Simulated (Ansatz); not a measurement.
# LiTaS3 (model cell, started as cubic perovskite with Ta in the octahedra): following an unstable mode, part 2 of 3

Wanted: the energy along a soft mode of LiTaS3 (model cell, started as cubic perovskite with Ta in the octahedra) and the structure at the end.

Ansatz 0.2.0; DFT PBEsol, scalar-relativistic, plane waves, PAW; PAW set soft_1.

So far, highest frequency on the path or at a solved wavevector (cm⁻¹): step 2 (phonons on a q mesh) 516. Also lowest frequency on the path (cm⁻¹): step 2 -177.

The structure was built from a prototype and need not be the compound's stable phase.

### 4. The mode frozen in, largest atomic shift 0.6 Å

The atoms are moved along the unstable eigenvector, the largest shift by 0.6 Å, with the cell fixed.

File input.yaml:

```yaml
crystal:
  lattice:
    - [4.7703316616, 0.0, 0.0]
    - [0.0, 4.7703316616, 0.0]
    - [0.0, 0.0, 9.5406633232]
  atoms:
    - { symbol: Li, position: [-0.0889380653, -0.0889380653, 0.0] }
    - { symbol: Li, position: [0.0889380653, 0.0889380653, 0.5] }
    - { symbol: Ta, position: [0.5, 0.5, 0.25] }
    - { symbol: Ta, position: [0.5, 0.5, 0.75] }
    - { symbol: S, position: [0.5060130596, 0.5060130596, 0.0] }
    - { symbol: S, position: [0.4939869404, 0.4939869404, 0.5] }
    - { symbol: S, position: [0.5, 0.0, 0.25] }
    - { symbol: S, position: [0.5, 0.0, 0.75] }
    - { symbol: S, position: [0.0, 0.5, 0.25] }
    - { symbol: S, position: [0.0, 0.5, 0.75] }
kpoints:
  mp_grid: { grid: [8, 8, 4] }
hamiltonian:
  xc: pbesol
  pseudopotentials: { kind: paw, azcp: { folder: soft_1 }, xc_functional: pbe }
scf:
  occupations: { method: methfessel_paxton, width: 0.2 }
output:
  forces: true
  stress: true
  eigenvalues: true
```

The run is started by

```console
> ansatz run input.yaml --threads 8 --pin off --max-ram 16384MiB --backend cpu --events-out ev --progress --plain --runs-dir out
```

Numbers of over 12 decimals in the logs are rounded to 6 here.

The log of the run:

```text
[...]
Crystal: 10 atoms, lattice volume = 217.108 Å³
Basis set: ecut = 420 eV, 4207 PW (Γ), exchange–correlation on 64×64×128 points (8 copies of the dense FFT grid, shifted against one another)
Bands: 44, of which v1, the nominal top of the filled ones, is band 34 counted from 1 (33 counted from 0)
Symmetry: 8 space group operations
[...]
k-points: 63 of 256
[...]
k-point 0: bands = [... 30 lower, 5.2095, 5.2789, 5.3360, 5.3569, 5.3574, 5.3608, 5.3723, 5.4518, ... 6 higher]
  k-point 1: bands = [... 30 lower, 5.1729, 5.1835, 5.2006, 5.2101, 5.3660, 5.4090, 6.1323, 6.2066, ... 6 higher]
  k-point 2: bands = [... 30 lower, 5.1814, 5.1814, 5.1900, 5.1900, 5.3878, 5.3878, 7.1297, 7.1297, ... 6 higher]
  k-point 62: bands = [... 30 lower, 5.2873, 5.2873, 6.1791, 6.1791, 8.4309, 8.4309, 8.4518, 8.4518, ... 6 higher]
[key lines of the parts left out:]
SCF converged after 9 iterations
Free energy (F): -25338.055420 eV
Fermi energy:    6.062849 eV
P = ⅓ Tr σ = 0.2639 GPa (2.639 kbar)
```

Run time: 4.3 s. Hardware: 8 threads of Arm Neoverse V2, shared host; peak memory 0.99 GiB; 32 s of CPU time.

Numbers from this step:

| Property | Result |
| --- | --- |
| pressure | 0.2639 GPa |
| energy from the undistorted cell | -23.13 meV/atom |

The energy, extrapolated to zero smearing, is -23.13 meV/atom against the undistorted cell.

The run ends at a pressure of 0.26 GPa, with forces up to 0.31 eV/Å.

### 5. Energy along the mode, all amplitudes (two of the runs are shown above)

An imaginary frequency means negative curvature, so the energy should fall and then rise again as anharmonic terms take over.

Numbers from this step:

- depth at the lowest point sampled: 23.13 meV/atom
- largest atomic shift at that point: 0.6 Å

The energy from the parent by largest atomic shift:

```csv
largest atomic shift (Å),energy from the parent (meV/atom)
0.000,0
0.040,-0.12
0.080,-0.479
0.140,-1.46
0.220,-3.57
0.320,-7.40
0.450,-14.1
0.600,-23.1
```

Displacement at unit largest shift by atom:

```csv
atom,x (Å),y (Å),z (Å),size
Li1,-0.707,-0.707,0.000,1.000
Li2,0.707,0.707,0.000,1.000
Ta3,0.000,0.000,0.000,0.000
Ta4,0.000,0.000,0.000,0.000
S5,0.048,0.048,0.000,0.068
S6,-0.048,-0.048,0.000,0.068
S7,0.000,0.000,0.000,0.000
S8,0.000,0.000,0.000,0.000
S9,0.000,0.000,0.000,0.000
S10,0.000,0.000,0.000,0.000
```

The lowest of the steps tried is the last one, at 0.6 Å, 23.1 meV/atom below the parent; the bottom of the well need not coincide with a step.

### 6. Relaxing from the distorted cell

Starting from the lowest point found, all atoms and the cell are let go, so that strain and other modes of the same symmetry can join in.

input.yaml, as its differences from that of step 4:

```diff
@@ -27 +27,10 @@
   eigenvalues: true
+  write_density: true
+  write_potential: true
+  elf: true
+  volumetric_format: npy
+relax:
+  adjacent_minimum: "off"
+  f_tol: 0.002
+  max_steps: 120
+  cell: { stress_tol: 0.03 }
```

The log of the run:

```text
[...]
Crystal: 10 atoms, lattice volume = 217.108 Å³
Basis set: ecut = 420 eV, 4207 PW (Γ), exchange–correlation on 64×64×128 points (8 copies of the dense FFT grid, shifted against one another)
Bands: 44, of which v1, the nominal top of the filled ones, is band 34 counted from 1 (33 counted from 0)
Symmetry: 8 space group operations
[...]
k-points: 63 of 256
[...]
SCF iter   1: F=—  HF=-25338.832907 eV  |F-HF|=—  |Δ(HF+E_count)|=         —  Δρ=3.04e-2  dr2=3.41e0  ethr=3.10e-3  ⟨swp⟩=7.7  Hψ=12626  notcnv=0
[...]
SCF iter   9: F=-25338.055420 eV  HF=-25338.055420 eV  |F-HF|=5.90e-8  |Δ(HF+E_count)|=   1.68e-6  S|Δr|=    0.00e0  Δρ=3.97e-6  dr2=4.93e-8  ethr=1.47e-10  ⟨swp⟩=16.5  Hψ=23394  notcnv=0
SCF 1 converged in 9 iterations: F = -25338.055420 eV  dr2 = 4.93e-8
[...]
relax step   1: F+E_penalty+E_count = -25338.05542027 eV  Δ(F+E_penalty+E_count) = +0.000e0 eV  max|allowed force component| = 2.166e-1 eV/Å  Δτ_max = 0.0000 Å  P = +0.264 GPa  Ω = 217.108 Å³  (9 SCF iters, dr2 threshold 1.00e-7 eV, accepted)
Crystal: 10 atoms, lattice volume = 218.969 Å³
Basis set: ecut = 420 eV, 4223 PW (Γ), exchange–correlation on 64×64×128 points (8 copies of the dense FFT grid, shifted against one another)
[...]
SCF iter   6: F=-25338.163424 eV  HF=-25338.163424 eV  |F-HF|=5.11e-8  |Δ(HF+E_count)|=   2.43e-7  S|Δr|=    0.00e0  Δρ=3.92e-6  dr2=4.66e-8  ethr=1.47e-9  ⟨swp⟩=15.0  Hψ=22923  notcnv=0
SCF 2 converged in 6 iterations: F = -25338.163424 eV  dr2 = 4.66e-8
relax step   2: F+E_penalty+E_count = -25338.16342434 eV  Δ(F+E_penalty+E_count) = -1.080e-1 eV  max|allowed force component| = 1.935e-1 eV/Å  Δτ_max = 0.1914 Å  P = -0.308 GPa  Ω = 218.969 Å³  energy of the carried Pulay correction = -2.300e-4 eV  (6 SCF iters, dr2 threshold 1.00e-6 eV, accepted)
Crystal: 10 atoms, lattice volume = 217.694 Å³
Basis set: ecut = 420 eV, 4215 PW (Γ), exchange–correlation on 64×64×128 points (8 copies of the dense FFT grid, shifted against one another)
[...]
SCF iter   6: F=-25338.214913 eV  HF=-25338.214913 eV  |F-HF|=1.15e-7  |Δ(HF+E_count)|=   7.74e-7  S|Δr|=    0.00e0  Δρ=6.33e-6  dr2=1.88e-7  ethr=1.27e-9  ⟨swp⟩=9.3  Hψ=20910  notcnv=0
SCF 3 converged in 6 iterations: F = -25338.214913 eV  dr2 = 1.88e-7
relax step   3: F+E_penalty+E_count = -25338.21491286 eV  Δ(F+E_penalty+E_count) = -5.149e-2 eV  max|allowed force component| = 1.971e-1 eV/Å  Δτ_max = 0.1928 Å  P = +0.746 GPa  Ω = 217.694 Å³  energy of the carried Pulay correction = -7.261e-5 eV  (6 SCF iters, dr2 threshold 1.00e-6 eV, accepted)
[...]
relax step   4: F+E_penalty+E_count = -25338.23738963 eV  Δ(F+E_penalty+E_count) = -2.248e-2 eV  max|allowed force component| = 8.558e-2 eV/Å  Δτ_max = 0.1468 Å  P = -0.399 GPa  Ω = 220.293 Å³  energy of the carried Pulay correction = -3.923e-4 eV  (6 SCF iters, dr2 threshold 1.00e-6 eV, accepted)
[...]
relax step   5: F+E_penalty+E_count = -25338.24664143 eV  Δ(F+E_penalty+E_count) = -9.252e-3 eV  max|allowed force component| = 5.652e-3 eV/Å  Δτ_max = 0.0589 Å  P = +0.011 GPa  Ω = 219.255 Å³  energy of the carried Pulay correction = -2.650e-4 eV  (5 SCF iters, dr2 threshold 8.31e-7 eV, accepted)
[...]
relax step   6: F+E_penalty+E_count = -25338.24672914 eV  Δ(F+E_penalty+E_count) = -8.771e-5 eV  max|allowed force component| = 5.475e-4 eV/Å  Δτ_max = 0.0024 Å  P = -0.004 GPa  Ω = 219.293 Å³  energy of the carried Pulay correction = -2.697e-4 eV  (4 SCF iters, dr2 threshold 1.27e-8 eV, accepted)
Basis set: ecut = 420 eV, 4247 PW (Γ), exchange–correlation on 72×72×128 points (8 copies of the dense FFT grid, shifted against one another)
[...]
SCF iter   5: F=-25338.247048 eV  HF=-25338.247048 eV  |F-HF|=1.09e-11  |Δ(HF+E_count)|=  1.46e-11  S|Δr|=    0.00e0  Δρ=6.00e-8  dr2=6.71e-12  ethr=1.00e-12  ⟨swp⟩=10.1  Hψ=15623  notcnv=0
SCF 7 converged in 5 iterations: F = -25338.247048 eV  dr2 = 6.71e-12
relax step   7: F+E_penalty+E_count = -25338.24704796 eV  Δ(F+E_penalty+E_count) = -3.188e-4 eV  max|allowed force component| = 5.600e-4 eV/Å  Δτ_max = 0.0000 Å  P = -0.004 GPa  Ω = 219.293 Å³  stress off target by 2.24e-2 GPa  SCF on the basis re-selected at this cell (its energy is not comparable with the rows above)  (5 SCF iters)
basis re-selected at this cell: Δ(F+E_penalty+E_count) = -3.188e-4 eV, ΔP = +0.001 GPa vs the last step (what re-selecting the basis moved, of the pressure what is left beyond the Pulay correction that the steps carried, after the strain that the cell walked since its last selection, with what the two solves' SCF thresholds leave and, on support functions, any second-order correction that the steps lacked; it is no measure of the basis error at this ecutwfc). The dense FFT grid was sized anew with the basis: this SCF ran on 36×36×64 points, the steps before it on 32×32×64, so part of this shift can come from that change (see relax.cell in the input reference). [rest of the remark cut]
SCF converged after 5 iterations
[...]
Free energy (F): -25338.247048 eV
[...]
Internal energy: -25338.249960 eV  (E = F + TS)
E sigma→0 (E₀):  -25338.247776 eV
Entropy (-TS):   0.002912 eV (0.291 meV/atom)
Fermi energy:    5.825040 eV
[...]
--- Forces (eV/Å), atoms counted from 1 ---
  atom   1  Li     0.00035776     0.00035776     0.00000000
  atom   2  Li    -0.00035776    -0.00035776     0.00000000
  atom   3  Ta     0.00000000     0.00000000     0.00000000
  atom   4  Ta     0.00000000     0.00000000     0.00000000
  atom   5  S      0.00056002     0.00056002     0.00000000
  atom   6  S     -0.00056002    -0.00056002     0.00000000
  atom   7  S     -0.00000000     0.00000000     0.00000000
  atom   8  S     -0.00000000     0.00000000     0.00000000
  atom   9  S      0.00000000     0.00000000     0.00000000
  atom  10  S      0.00000000     0.00000000     0.00000000
  max |Σ_I F_I| component: 2.52e-29 eV/Å
--- Stress (GPa, compression-positive) ---
        0.004768       0.017583       0.000000
        0.017583       0.004768       0.000000
        0.000000       0.000000      -0.020409
  P = ⅓ Tr σ = -0.0036 GPa (-0.036 kbar)
--- Band table (eV; the first three rows and the last of 63) ---
  k-point 0: bands = [... 30 lower, 4.9796, 5.0148, 5.1180, 5.1613, 5.1830, 5.2061, 5.2490, 5.2850, ... 6 higher]
  k-point 1: bands = [... 30 lower, 4.8227, 4.8330, 5.1631, 5.1703, 5.1981, 5.2091, 5.8149, 6.0090, ... 6 higher]
  k-point 2: bands = [... 30 lower, 4.8157, 4.8157, 5.1796, 5.1796, 5.1910, 5.1910, 6.8040, 6.8040, ... 6 higher]
  k-point 62: bands = [... 30 lower, 5.0814, 5.0814, 5.9819, 5.9819, 8.1608, 8.1608, 8.2219, 8.2219, ... 6 higher]
--- Relaxed structure (6 steps of the walk, 6 accepted, 1 SCFs on fresh bases) ---
  F+E_penalty+E_count = -25338.24704796 eV   max|allowed force component| = 5.600e-4 eV/Å   (the final SCF, on the basis selected at the relaxed cell)
  cell:  # Å, volume = 219.2926 Å³
    - [4.789324, 0.088416, 0.0]
    - [0.088416, 4.789324, 0.0]
    - [0.0, 0.0, 9.563645]
  atoms:
    - { symbol: Li, position: [-0.158552, -0.158552, 0] }
    - { symbol: Li, position: [0.158552, 0.158552, 0.5] }
    - { symbol: Ta, position: [0.5, 0.5, 0.25] }
    - { symbol: Ta, position: [0.5, 0.5, 0.75] }
    - { symbol: S, position: [0.493061, 0.493061, 0] }
    - { symbol: S, position: [0.506939, 0.506939, 0.5] }
    - { symbol: S, position: [0.5, 0.0, 0.25] }
    - { symbol: S, position: [0.5, 0.0, 0.75] }
    - { symbol: S, position: [0.0, 0.5, 0.25] }
    - { symbol: S, position: [0.0, 0.5, 0.75] }
```

It took 32 s on 8 threads; peak memory 1.1 GiB; 4.1 min of CPU time.

Relaxation path:

```csv
step,energy less that of the first step (eV),largest force component (eV/Å),pressure (GPa),volume (Å³)
1,0.0000,0.2166,0.26,217.11
2,-0.1080,0.1935,-0.31,218.97
3,-0.1595,0.1971,0.75,217.69
4,-0.1820,0.0856,-0.40,220.29
5,-0.1912,0.0057,0.01,219.25
6,-0.1913,0.0005,0.00,219.29
7*,-0.1916,0.0006,0.00,219.29
```

Relaxation steps marked * repeat the geometry before them on a plane-wave basis chosen anew for their cell, so energy and pressure can jump there.

The run keeps the 8 symmetry operations that it works with, so distortions that break them were not tested.

```csv
"conventional cell, symmetrised",before,after,change
a (Å),6.746,6.648,-1.5 %
b (Å),6.746,6.898,+2.3 %
c (Å),9.541,9.564,+0.2 %
volume (Å³/atom),21.71,21.93,+1.0 %
```

The atoms that moved most (Å, as changes of fractional coordinates times the final cell):

```csv
atom,dx,dy,dz,length
Li1,-0.340,-0.340,0.000,0.480
Li2,0.340,0.340,0.000,0.480
S6,0.063,0.063,0.000,0.089
S5,-0.063,-0.063,0.000,0.089
```

This step gave:

* pressure: -0.003624 GPa
* volume per atom: 21.93 Å³

Electrostatic potential energy in the bc plane of the conventional cell at fractional x = 0.000, with atoms of Li and Ta and S within 0.2 Å of it. With pseudopotentials it is smooth inside the atoms' cores, unlike the true potential.

Values in eV, 13 rows by 16 columns, each cell a mean:
```
 11  11  11  10   8   1 -20 -40 -42 -30  -5   6   9  10  10  10
  9  10  11  11  10   7   2  -5  -6   0   5   8   7   7   7   8
  7   9  10  11  10   7 -11 -28 -29 -15   4   5  -5 -17 -11   2
  7   9  10  11  10   6 -17 -33 -32 -22   3   4 -10 -27 -18   0
  9  10  10  11  10   8   3  -6  -7   1   6   8   6   4   5   7
 10  11  11  10   8   3 -12 -30 -33 -20  -2   7   9   9  10  10
 11  11  10  10   7  -2 -29 -48 -48 -40 -10   5   9  10  11  11
 10   9   9   9   8   4  -6 -20 -23 -12   2   8  10  11  11  10
  7   3  -1   2   6   7   2 -10 -14  -4   6  10  11  11  10   9
  3 -12 -31 -22   0   5 -13 -34 -30 -31  -1   9  11  10   9   8
  6  -1  -9  -5   5   7  -1 -19 -24 -13   5  10  11  10  10   8
  9   8   8   8   8   6  -1 -10 -12  -4   4   9  10  11  10  10
 11  10  10  10   7  -1 -25 -45 -47 -36  -8   6   9  10  11  11
```
Columns run along b (6.9 Å; values clipped at the 3rd and 97th percentile), rows up along c (9.6 Å), edges of the conventional cell, whose origin can differ from the input's. Atoms in or near the plane, at fractional coordinates: Li at (0.84, 0.75), Li at (0.16, 0.25), Ta at (0.50, 0.00), Ta at (0.50, 0.50), S at (0.49, 0.75), S at (0.51, 0.25).

ELF in the bc plane of the conventional cell at fractional x = 0.000, with atoms of Li and Ta and S within 0.2 Å of it. It is the smooth field of the valence electrons, not physical close to the nuclei.

Ten even steps from '_' (0.00) to '@' (0.98), each cell a mean:
```
________......==**==****::......______
________......::++****--........______
__________....::------::::....________
__________..--**######**++::__________
__________--**%%##++##%%##==__::++::__
________..==##%%==__--%%%%==..##@@%%..
________..==##%%++..==%%%%==..**@@**__
__________::++%%%%####%%**--____..____
__________..::==++++++==--::__________
__________......::==--::........______
________......--******==........______
______....::..++**::==**::..::..______
______........==**==****::......______
______........::++****--......________
________......::::----::....__________
__________..--**########++::__________
__..====....**%%##++**%%##==..________
__++@@@@--..##%%++__..##%%**::________
__--%%%%::..##%%**::--##%%**::________
____....__..++##%%##%%%%##--..________
__________..::==++++++++--..__________
________........::==--::......________
______........--******==........______
______....::..++**::==**::..::..______
```
Columns run along b (6.9 Å), rows up along c (9.6 Å), edges of the conventional cell, whose origin can differ from the input's. Atoms in or near the plane, at fractional coordinates: Li at (0.84, 0.75), Li at (0.16, 0.25), Ta at (0.50, 0.00), Ta at (0.50, 0.50), S at (0.49, 0.75), S at (0.51, 0.25).

Valence density in the bc plane of the conventional cell at fractional x = 0.000, with atoms of Li and Ta and S within 0.2 Å of it. It is the smooth field of the valence electrons, not physical close to the nuclei.

Values in e/Å³, 13 rows by 16 columns, each cell a mean:
```
0.0 0.0 0.0 0.1 0.1 0.3 1.3 3.4 3.6 2.2 0.4 0.2 0.1 0.1 0.0 0.0
0.0 0.0 0.0 0.0 0.1 0.1 0.3 0.7 0.7 0.4 0.2 0.1 0.1 0.0 0.0 0.0
0.0 0.0 0.0 0.0 0.1 0.3 0.8 1.0 0.9 0.9 0.4 0.1 0.4 2.3 1.0 0.0
0.0 0.0 0.0 0.0 0.1 0.3 0.9 0.9 0.8 1.0 0.5 0.2 0.8 4.5 1.9 0.0
0.0 0.0 0.0 0.0 0.1 0.2 0.4 0.7 0.8 0.5 0.2 0.1 0.1 0.1 0.0 0.0
0.0 0.0 0.0 0.1 0.1 0.2 0.8 2.4 2.7 1.4 0.3 0.1 0.1 0.1 0.0 0.0
0.0 0.0 0.1 0.1 0.2 0.3 2.0 4.3 4.2 3.2 0.6 0.2 0.1 0.1 0.0 0.0
0.0 0.0 0.0 0.1 0.1 0.2 0.5 1.5 1.8 0.9 0.2 0.1 0.1 0.0 0.0 0.0
0.0 0.0 0.2 0.1 0.1 0.2 0.4 0.8 0.9 0.7 0.3 0.1 0.0 0.0 0.0 0.0
0.0 0.9 5.5 2.8 0.2 0.3 0.9 0.9 0.6 1.0 0.5 0.1 0.0 0.0 0.0 0.0
0.0 0.1 0.9 0.5 0.1 0.2 0.6 0.9 1.0 0.8 0.4 0.1 0.0 0.0 0.0 0.0
0.0 0.0 0.0 0.1 0.1 0.2 0.4 0.8 1.0 0.5 0.2 0.1 0.1 0.0 0.0 0.0
0.0 0.0 0.1 0.1 0.2 0.3 1.7 4.0 4.0 2.8 0.5 0.2 0.1 0.1 0.0 0.0
```
Columns run along b (6.9 Å), rows up along c (9.6 Å), edges of the conventional cell, whose origin can differ from the input's. Atoms in or near the plane, at fractional coordinates: Li at (0.84, 0.75), Li at (0.16, 0.25), Ta at (0.50, 0.00), Ta at (0.50, 0.50), S at (0.49, 0.75), S at (0.51, 0.25).

The distorted start has space group Cmcm; the relaxation ends in Cmcm.

### 7. The new phase in its own primitive cell

The relaxed structure is symmetrised, reduced to its primitive cell and relaxed tightly, as its phonons need.

File input.yaml:

```yaml
crystal:
  lattice:
    - [3.3240444795, -3.4490830857, 0.0]
    - [3.3240444795, 3.4490830857, 0.0]
    - [0.0, 0.0, 9.5636445893]
  atoms:
    - { symbol: Li, position: [0.1585524149, 0.8414475851, 0.75] }
    - { symbol: Li, position: [0.8414475851, 0.1585524149, 0.25] }
    - { symbol: Ta, position: [0.5, 0.5, 0.0] }
    - { symbol: Ta, position: [0.5, 0.5, 0.5] }
    - { symbol: S, position: [0.5069392019, 0.4930607981, 0.75] }
    - { symbol: S, position: [0.4930607981, 0.5069392019, 0.25] }
    - { symbol: S, position: [0.0, 0.5, 0.0] }
    - { symbol: S, position: [0.0, 0.5, 0.5] }
    - { symbol: S, position: [0.5, 0.0, 0.0] }
    - { symbol: S, position: [0.5, 0.0, 0.5] }
kpoints:
  mp_grid: { grid: [8, 8, 4] }
hamiltonian:
  xc: pbesol
  pseudopotentials: { kind: paw, azcp: { folder: soft_1 }, xc_functional: pbe }
scf:
  occupations: { method: methfessel_paxton, width: 0.2 }
output:
  forces: true
  stress: true
  eigenvalues: true
relax:
  adjacent_minimum: "off"
  f_tol: 0.001
  max_steps: 60
  cell: { stress_tol: 0.01 }
```

The log of the run:

```text
[...]
Crystal: 10 atoms, lattice volume = 219.293 Å³
Basis set: ecut = 420 eV, 4247 PW (Γ), exchange–correlation on 72×72×128 points (8 copies of the dense FFT grid, shifted against one another)
Bands: 44, of which v1, the nominal top of the filled ones, is band 34 counted from 1 (33 counted from 0)
Symmetry: 8 space group operations
[...]
k-points: 63 of 256
[...]
atoms:
    - { symbol: Li, position: [0.158575, 0.841425, 0.75] }
    - { symbol: Li, position: [0.841425, 0.158575, 0.25] }
    - { symbol: Ta, position: [0.5, 0.5, 0.0] }
    - { symbol: Ta, position: [0.5, 0.5, 0.5] }
    - { symbol: S, position: [0.506843, 0.493157, 0.75] }
    - { symbol: S, position: [0.493157, 0.506843, 0.25] }
    - { symbol: S, position: [0, 0.5, 0] }
    - { symbol: S, position: [0, 0.5, 0.5] }
    - { symbol: S, position: [0.5, 0, 0.0] }
    - { symbol: S, position: [0.5, 0, 0.5] }
[key lines of the parts left out:]
SCF converged after 6 iterations
Free energy (F): -25338.247059 eV
Fermi energy:    5.826047 eV
P = ⅓ Tr σ = 0.0022 GPa (0.022 kbar)
```

Elapsed: 13 s, on 8 threads; peak memory 1.1 GiB.

Little changed from the start: no atom moved by 0.005 Å and no cell edge by 0.1 %.

This step gave:

- pressure: 0.002237 GPa

The largest force component left is 0.73 meV/Å and the pressure is 0.002 GPa, within the tolerances set. The cell now holds 21.93 Å³/atom.

[end of part 2 of 3]

[Logs are printed without paths, hosts, clocks, repeated set-up lines and the standing remarks that a program may print on its own settings, such as how far it seeks lower states.]

[Hosts, paths, dates, database ids (printed as entryN), source tags and the programs' standing remarks are cut or masked in the printed files.]
